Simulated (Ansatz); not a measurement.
# Settings and their price: TiO2(101) slab with HCOO (112 atoms)

The cell holds 112 atoms: 36 Ti, 74 O, 1 C and 1 H. Its edges and angles: a = 11.355 Å, b = 10.239 Å, c = 25.026 Å, α = 90.0°, β = 90.0°, γ = 90.0°. It derives from TiO2 (anatase). Anatase TiO2 (cell 3.785, 3.785, 9.514, 90, 90, 90), (101) slab of 3 repeat layers, 3 x 1 surface cells, 12 Å of vacuum; atoms within 3.17 Å of the bottom held; 1 HCOO on bridge sites; displaced by a Gaussian of 0.03 Å. Regions: slab, 108 atoms (36 Ti and 72 O); HCOO adsorbates, 4 atoms (1 C, 2 O and 1 H). Vacuum lies along c.

Geometry: as built.

Reference run: Kohn-Sham DFT, PBE+D3(BJ), PAW (set soft_2), plane waves (Ansatz 0.2.0), cutoff 750 eV, Γ point, fermi-dirac smearing of 0.025 eV.

```
r.m.s. force component : 1.181 eV/Å
SCF cycles             : 54
time                   : 6.9 min on 4 threads of Arm Neoverse V1, shared host
```

Q: Estimate how much each variant changes the results, and its time and memory.
- support functions medium
- support functions low
- support functions medium, radius 3.54 Å
- support functions medium, radius 3.83 Å
- support functions medium, radius 4.08 Å
- support functions medium, radius 4.37 Å

Each row is set against the run with plane waves at 750 eV (Kohn-Sham DFT, PBE+D3(BJ), PAW (set soft_2), plane waves; r.m.s. force component 1.18 eV/Å). Energies are set beside the reference only for runs with its functional, potentials and electron count. Times are for 4 threads of Arm Neoverse V1, shared host.

```
                                    run  Δ force, r.m.s. (meV/Å)  share of r.m.s. force (%)  Δ energy (meV/atom)  cycles     time  host memory (GiB)
                              reference                        -                          -                    -      54  6.9 min                8.8
               support functions medium                    0.389                     0.0329               -0.782      24  6.6 min                6.6
                  support functions low                    0.507                     0.0429               -0.785      21  5.9 min                6.4
support functions medium, radius 3.54 Å                    0.376                     0.0318               -0.782      24    6 min                6.4
support functions medium, radius 3.83 Å                    0.372                     0.0315               -0.782      24  7.5 min                6.9
support functions medium, radius 4.08 Å                    0.358                     0.0303               -0.783      24  9.5 min                7.4
support functions medium, radius 4.37 Å                    0.342                     0.0289               -0.783      24   12 min                8.2
```

Among numerical settings the force difference runs from 0.34 meV/Å (support functions medium, radius 4.37 Å) to 0.51 meV/Å (support functions low). At 112 atoms the fastest of the runs at a preset level, support functions low, takes 0.86 times the time of plane waves, in 21 SCF cycles against 54. Differences between support functions and plane waves include what basis error the plane-wave run still has. As the radius goes from 3.54 to 4.37 Å, the force difference goes from 0.38 to 0.34 meV/Å, and the time from 6 min to 12 min. The main run has no spin polarisation, so moments on Ti can't form in it, and no Hubbard term. The electron count is odd and the run has no spin polarisation, so levels at the top are partly filled by construction.

[Logs are printed without paths, hosts, clocks, repeated set-up lines and the standing remarks that a program may print on its own settings, such as how far it seeks lower states.]

[Hosts, paths, dates, database ids (printed as entryN), source tags and the programs' standing remarks are cut or masked in the printed files.]
